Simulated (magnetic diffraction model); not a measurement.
# Which magnetic order? DyCd5

Space group P6/mmm (no. 191), a = 5.8730 Å, c = 4.8990 Å.

```csv
site,atom,x,y,z
1a,Dy,0,0,0
3g,Cd,0,1/2,1/2
2c,Cd,2/3,1/3,0
```

This is a made-up structure (elements placed in a structure type, unrelaxed), so the numbers test the method and describe no known phase.

Only Dy is taken to order (form factors of Dy3+); orders and moment sizes are assumed, and not adapted to the symmetry. Radiation: neutrons of λ = 2.52 Å (absorption by Cd and Dy left out), 5° to 100°; isotropic B of 0.1 Å² (Dy) and 0.15 Å² (Cd). Simulated constant-wavelength pattern: nuclear and magnetic terms add, the magnetic one as |2.695 fm × Σ f S⊥ exp(2πi Q·r) exp(−B s²)|², summed over all Q at one angle with the factor 1/(sin²θ cos θ). For collinear order S is the moment m, which repeats by lattice and centring translations R with the sign exp(−2πi k·R). Free-ion form factors, Sears's scattering lengths of 1992, no absorption; a label names one of the reflections at its angle. The strongest nuclear line in the range is 100, and lines under 0.2 are left out.

Above the ordering temperature:

```
2θ (°)    index      I
 28.69  (1 0 0)    9.5
 29.81  (0 0 1)    8.3
 41.84  (1 0 1)   52.6
 50.82  (1 1 0)   31.2
 59.40  (2 0 0)   36.3
 60.03  (1 1 1)  100.0
 61.91  (0 0 2)   27.2
 67.87  (2 0 1)    0.5
 69.63  (1 0 2)    4.2
 81.91  (2 1 0)    3.5
 84.11  (1 1 2)   30.9
 89.51  (2 1 1)   35.2
 91.16  (2 0 2)   43.0
 96.01  (3 0 0)   13.9
```

Below it (cell unchanged):

```csv
2θ (°),I
28.69,81.4
29.81,26.8
41.84,112.4
50.82,52.8
59.40,51.9
60.03,129.0
61.91,31.2
67.87,23.2
69.63,23.5
81.91,19.5
84.11,44.6
89.51,61.9
91.16,55.1
96.01,19.9
```

**Question.** Find the propagation vector, then choose among these models:
A. collinear moments along [101], 9.1 μB on Dy
B. collinear moments along [001], 9.1 μB on Dy
C. collinear moments along [100], 9.1 μB on Dy

No line moves, and magnetic intensity falls on nuclear lines such as the one at 28.69°, so the magnetic cell equals the chemical primitive cell: k = 0.

Magnetic intensity, observed (below minus above) and for each model:

| 2θ (°) | index | observed | A | B | C |
| --- | --- | --- | --- | --- | --- |
| 28.69 | (1 0 0) | 71.9 | 71.9 | 101.9 | 51.0 |
| 29.81 | (0 0 1) | 18.5 | 18.5 | <0.2 | 31.4 |
| 41.84 | (1 0 1) | 59.8 | 59.8 | 44.6 | 70.3 |
| 50.82 | (1 1 0) | 21.6 | 21.6 | 30.7 | 15.3 |
| 59.40 | (2 0 0) | 15.5 | 15.5 | 22.0 | 11.0 |
| 69.63 | (1 0 2) | 19.3 | 19.3 | 5.9 | 28.6 |
| 81.91 | (2 1 0) | 16.1 | 16.1 | 22.8 | 11.4 |
| 89.51 | (2 1 1) | 26.7 | 26.7 | 33.5 | 21.9 |

Model A matches.

The structure used: k = (0 0 0), collinear moments along [101], 9.1 μB on Dy.

[Logs are printed without paths, hosts, clocks, repeated set-up lines and the standing remarks that a program may print on its own settings, such as how far it seeks lower states.]
